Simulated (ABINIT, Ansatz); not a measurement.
# A GW chain in ABINIT: AlGaN2 (P-4m2)

Aim: the G0W0 gap of AlGaN2 (P-4m2) on LDA, step by step.

Main program and level: ABINIT 10.8.3; LDA and many-body steps on it, plane waves.

### Step 1. The starting structure

Symmetry: P-4m2, No. 115, tetragonal system. The conventional cell has a = 3.141 Å, b = 3.141 Å, c = 4.424 Å, α = 90.00°, β = 90.00°, γ = 90.00°. Nearest to Al lie 4 N at 1.89 Å. Nearest to Ga lie 4 N at 1.95 Å. Nearest to N lie 2 Al at 1.89 Å and 2 Ga at 1.95 Å. Farther neighbours and most contacts between anions are not listed.

The cell and positions are those that the Materials Project relaxed with its own functionals (PBE, PBE+U or r2SCAN), kept fixed.

### Step 2. Ground state

This step: ABINIT 10.8.3; DFT, LDA, plane waves, norm-conserving pseudopotentials.

The ground-state density comes first.

run.abi

```
acell 3*1.0 Angstrom
rprim 
  3.140877048700 0.000000000000 0.000000000000
  0.000000000000 3.140877048700 0.000000000000
  0.000000000000 0.000000000000 4.423837940000
ntypat 3
znucl 13 31 7
natom 4
typat 1 2 3 3
xred 
  0.500000000000 0.500000000000 0.500000000000
  0.000000000000 0.000000000000 0.000000000000
  0.500000000000 0.000000000000 0.738264810000
  0.000000000000 0.500000000000 0.261735190000
pp_dirpath "pseudos"
pseudos "Al.upf, Ga.upf, N.upf"
ecut 36
ngkpt 6 6 6
nshiftk 1
shiftk 0 0 0
kptopt 1
chksymbreak 0
nband 19
occopt 1
tolvrs 1e-10
nstep 60
prtwf 0
optforces 0
optstress 0
indata_prefix "in"
outdata_prefix "out"
tmpdata_prefix "tmp"
```

Command:

```
OMP_NUM_THREADS=1 mpirun -n 4 abinit run.abi > log
```

Numbers of over 12 decimals in the logs are rounded to 6 here.

The program printed:

```text
.Version 10.8.3 of ABINIT. v10.8.2 released Aug 2026.

 Symmetries : space group P-4 m 2 (#115); Bravais tP (primitive tetrag.)
================================================================================
 Values of the parameters that define the memory need of the present run
     intxc =       0    ionmov =       0      iscf =       7    lmnmax =       6
     lnmax =       6     mgfft =      48  mpssoang =       3    mqgrid =    3001
     natom =       4  nloc_mem =       1    nspden =       1   nspinor =       1
    nsppol =       1      nsym =       8    n1xccc =    2501    ntypat =       3
    occopt =       1   xclevel =       1
-    mband =          19        mffmem =           1         mkmem =          10
       mpw =        3080          nfft =       62208          nkpt =          40
================================================================================
  Rough estimation (10% accuracy) of disk space for files :
================================================================================

--------------------------------------------------------------------------------
------------- Echo of variables that govern the present computation ------------
--------------------------------------------------------------------------------
 -outvars: echo values of preprocessed input variables --------
            acell      1.8897261259E+00  1.8897261259E+00  1.8897261259E+00 Bohr

      chksymbreak           0
             ecut      3.60000000E+01 Hartree
-          fftalg         312

              ixc       -1012
              kpt      0.00000000E+00  0.00000000E+00  0.00000000E+00
                       1.66666667E-01  0.00000000E+00  0.00000000E+00
                       3.33333333E-01  0.00000000E+00  0.00000000E+00
                       5.00000000E-01  0.00000000E+00  0.00000000E+00
                       1.66666667E-01  1.66666667E-01  0.00000000E+00
                       3.33333333E-01  1.66666667E-01  0.00000000E+00
                       5.00000000E-01  1.66666667E-01  0.00000000E+00
                       3.33333333E-01  3.33333333E-01  0.00000000E+00
                       5.00000000E-01  3.33333333E-01  0.00000000E+00
   [... 29 further rows ...]
                       5.00000000E-01  3.33333333E-01  5.00000000E-01
                       5.00000000E-01  5.00000000E-01  5.00000000E-01
         kptrlatt        6    0    0      0    6    0      0    0    6
          kptrlen      3.56123845E+01
P           mkmem          10
            natom           4
            nband          19
            ngfft          36      36      48
             nkpt          40
            nstep          60
             nsym           8
           ntypat           3
              occ      2.000000  2.000000  2.000000  2.000000  2.000000  2.000000
                       2.000000  2.000000  2.000000  2.000000  2.000000  2.000000
                       2.000000  0.000000  0.000000  0.000000  0.000000  0.000000
                       0.000000
        optforces           0
        optstress           0
            prtwf           0
            rprim      3.1408770487E+00  0.0000000000E+00  0.0000000000E+00
[...]
spgroup         115

           tolvrs      1.00000000E-10

             xred      5.0000000000E-01  5.0000000000E-01  5.0000000000E-01
[...]
znucl       13.00000   31.00000    7.00000

================================================================================

 chkinp: Checking input parameters for consistency.

================================================================================
== DATASET  1 ==================================================================
-   mpi_nproc: 4, omp_nthreads: 1 (-1 if OMP is not activated)

--- !DatasetInfo
iteration_state: {dtset: 1, }
dimensions: {natom: 4, nkpt: 40, mband: 19, nsppol: 1, nspinor: 1, nspden: 1, mpw: 3080, }
cutoff_energies: {ecut:  36.0, pawecutdg:  -1.0, }
electrons: {nelect:   2.60000000E+01, charge:   0.00000000E+00, occopt:   1.00000000E+00, tsmear:   1.00000000E-02, }

 Real(R)+Recip(G) space primitive vectors, cartesian coordinates (Bohr,Bohr^-1):
 R(1)=  5.9353974  0.0000000  0.0000000  G(1)=  0.1684807  0.0000000  0.0000000
 R(2)=  0.0000000  5.9353974  0.0000000  G(2)=  0.0000000  0.1684807  0.0000000
 R(3)=  0.0000000  0.0000000  8.3598421  G(3)=  0.0000000  0.0000000  0.1196195
 Unit cell volume ucvol=  2.9450840E+02 bohr^3
 Angles (23,13,12)=  9.00000000E+01  9.00000000E+01  9.00000000E+01 degrees

 getcut: wavevector=  0.0000  0.0000  0.0000  ngfft=  36  36  48
         ecut(hartree)=     36.000   => boxcut(ratio)=   2.12582

--- Pseudopotential description ------------------------------------------------
- Al Generated using ONCVPSP code by D. R. Hamann
- 13.00000   3.00000  180309                  znucl, zion, pspdat
12 -1012 2 -1 1854                            pspcod,pspxc,lmax,lloc,mmax
     nproj     2     2     2
  pspatm : epsatm=    0.57439143
         --- l  ekb(1:nproj) -->
[...]
pspatm: atomic psp has been read  and splines computed

- Ga Generated using ONCVPSP code by D. R. Hamann
- 31.00000  13.00000  180309                  znucl, zion, pspdat
12 -1012 2 -1 1858                            pspcod,pspxc,lmax,lloc,mmax
     nproj     2     2     2
  pspatm : epsatm=   24.58383104
         --- l  ekb(1:nproj) -->
[...]
pspatm: atomic psp has been read  and splines computed

- N Generated using ONCVPSP code by D. R. Hamann
-  7.00000   5.00000  180309                  znucl, zion, pspdat
12 -1012 1 -1 1058                            pspcod,pspxc,lmax,lloc,mmax
     nproj     2     2     0
  pspatm : epsatm=    5.30777321
         --- l  ekb(1:nproj) -->
[...]
pspatm: atomic psp has been read  and splines computed

   9.30117991E+02                                ecore*ucvol(ha*bohr**3)
--------------------------------------------------------------------------------

_setup2: Arith. and geom. avg. npw (full set) are    3037.218    3037.197

================================================================================

--- !BeginCycle
iteration_state: {dtset: 1, }
solver: {iscf: 7, nstep: 60, nline: 4, wfoptalg: 0, }
tolerances: {tolvrs: 1.00E-10, }

     iter   Etot(hartree)      deltaE(h)  residm     vres2
 ETOT  1  -98.088309287702    -9.809E+01 5.438E-01 1.973E+03
 ETOT  2  -99.102496839913    -1.014E+00 4.704E-02 2.054E+03
 ETOT  3  -99.605792361824    -5.033E-01 1.794E-02 5.765E+01
 ETOT  4  -99.610372525820    -4.580E-03 1.781E-02 3.162E+01
 ETOT  5  -99.614277199014    -3.905E-03 6.760E-03 1.710E+00
 ETOT  6  -99.614695920274    -4.187E-04 1.141E-02 1.261E-01
 ETOT  7  -99.614714300602    -1.838E-05 3.172E-03 5.478E-03
 ETOT  8  -99.614714993183    -6.926E-07 3.209E-03 1.041E-05
 ETOT  9  -99.614714993771    -5.885E-10 2.613E-03 1.251E-05
 ETOT 10  -99.614714995470    -1.698E-09 1.800E-03 1.482E-07
 ETOT 11  -99.614714995509    -3.971E-11 8.758E-04 5.043E-10
 ETOT 12  -99.614714995511    -1.805E-12 5.391E-04 2.199E-12

 At SCF step   12       vres2   =  2.20E-12 < tolvrs=  1.00E-10 =>converged.

--- !ResultsGS
iteration_state: {dtset: 1, }
comment   : Summary of ground state results
lattice_vectors:
- [  5.9353974,   0.0000000,   0.0000000, ]
- [  0.0000000,   5.9353974,   0.0000000, ]
- [  0.0000000,   0.0000000,   8.3598421, ]
lattice_lengths: [   5.93540,    5.93540,    8.35984, ]
lattice_angles: [ 90.000,  90.000,  90.000, ] # degrees, (23, 13, 12)
lattice_volume:   2.9450840E+02
convergence: {deltae: -1.805E-12, res2:  2.199E-12, residm:  5.391E-04, diffor:  0.000E+00, }
etotal    :  -9.96147150E+01
entropy   :   0.00000000E+00
fermie    :   1.93186353E-01
cartesian_stress_tensor: null
pressure_GPa: null
xred      :
- [  5.0000E-01,   5.0000E-01,   5.0000E-01, Al]
- [  0.0000E+00,   0.0000E+00,   0.0000E+00, Ga]
- [  5.0000E-01,   0.0000E+00,   7.3826E-01,  N]
- [  0.0000E+00,   5.0000E-01,   2.6174E-01,  N]
cartesian_forces: null
force_length_stats: {min: null, max: null, mean: null, }

 Integrated electronic density in atomic spheres:
 ------------------------------------------------
 Atom  Sphere_radius  Integrated_density
[...]
================================================================================

 ----iterations are completed or convergence reached----

 Mean square residual over all n,k,spin=   25.204E-07; max=  53.907E-05
 reduced coordinates (array xred) for    4 atoms
       0.500000000000      0.500000000000      0.500000000000
       0.000000000000      0.000000000000      0.000000000000
       0.500000000000      0.000000000000      0.738264810000
       0.000000000000      0.500000000000      0.261735190000
 rms dE/dt=  0.0000E+00; max dE/dt=  0.0000E+00; dE/dt below (all hartree)
    1       0.000000000000      0.000000000000      0.000000000000
    2       0.000000000000      0.000000000000      0.000000000000
    3       0.000000000000      0.000000000000      0.000000000000
    4       0.000000000000      0.000000000000      0.000000000000

 cartesian coordinates (angstrom) at end:
    1      1.570439     1.570439     2.211919
    2      0.000000     0.000000     0.000000
    3      1.570439     0.000000     3.265964
    4      0.000000     1.570439     1.157874
 length scales=  1.889726125908  1.889726125908  1.889726125908 bohr
              =  1.000000000000  1.000000000000  1.000000000000 angstroms
 prteigrs : about to open file out_EIG
 Fermi (or HOMO) energy (hartree) =   0.19319   Average Vxc (hartree)=  -0.42767
 Eigenvalues (hartree) for nkpt=  40  k points:
 kpt#   1, nband= 19, wtk=  0.00463, kpt=  0.0000  0.0000  0.0000 (reduced coord)
  -0.37069   -0.32465   -0.29176   -0.29176   -0.29028   -0.28436   -0.23340   -0.01226
   0.10721    0.10721    0.18456    0.19319    0.19319    0.29910    0.32298    0.46786
   0.60114    0.60114    0.60529
 prteigrs : prtvol=0 or 1, do not print more k-points.

--- !EnergyTerms
iteration_state     : {dtset: 1, }
comment             : Components of total free energy in Hartree
kinetic             :  7.81312702091404E+01
hartree             :  2.96431404407885E+01
xc                  : -2.79078684143511E+01
Ewald energy        : -6.37089821239304E+01
psp_core            :  3.15820532765057E+00
local_psp           : -7.88953130645268E+01
non_local_psp       : -4.00351673702825E+01
total_energy        : -9.96147149955112E+01
total_energy_eV     : -2.71065448552617E+03
band_energy         : -2.99850662032617E+00

== END DATASET(S) ==============================================================
================================================================================

 -outvars: echo values of variables after computation  --------
           etotal     -9.9614714996E+01
            nband          19
             nkpt          40
          spgroup         115
 [... the other variables as echoed above ...]

 Calculation completed.
```

Elapsed: 64 s, on 4 MPI ranks of Intel Xeon Platinum 8259CL at 2.50GHz (Skylake/Cascade Lake), shared host; peak memory 0.37 GiB; 4.2 min of CPU time.

Numbers from this step:

* total energy: -2710.6545 eV
* gap: 2.882 eV
* k of the valence top: 0, 0, 0
* k of the conduction bottom: 0, 0, 0
* least direct gap: 2.882 eV

The gap is direct, at Γ.

(Continued in part 2 of 3.)

[Paths, hosts, dates, memory and timing lines, banners, echoed tables and standing remarks are left out of the program output.]

[Logs are printed without paths, hosts, clocks, repeated set-up lines and the standing remarks that a program may print on its own settings, such as how far it seeks lower states.]

[Runs of the session that timed out or met a known fault of the program may be left out.]

[Hosts, paths, dates, database ids (printed as entryN), source tags and the programs' standing remarks are cut or masked in the printed files.]

[G0W0 gaps are taken among the corrected bands and points alone; a level outside them can change the order at an edge.]

[Where Ansatz stands beside ABINIT at settings called matched, ABINIT's density can come from a denser mesh and the files from another edition; pairs whose starting gaps differed by over 0.03 eV were left out, so agreement reads better than it is.]
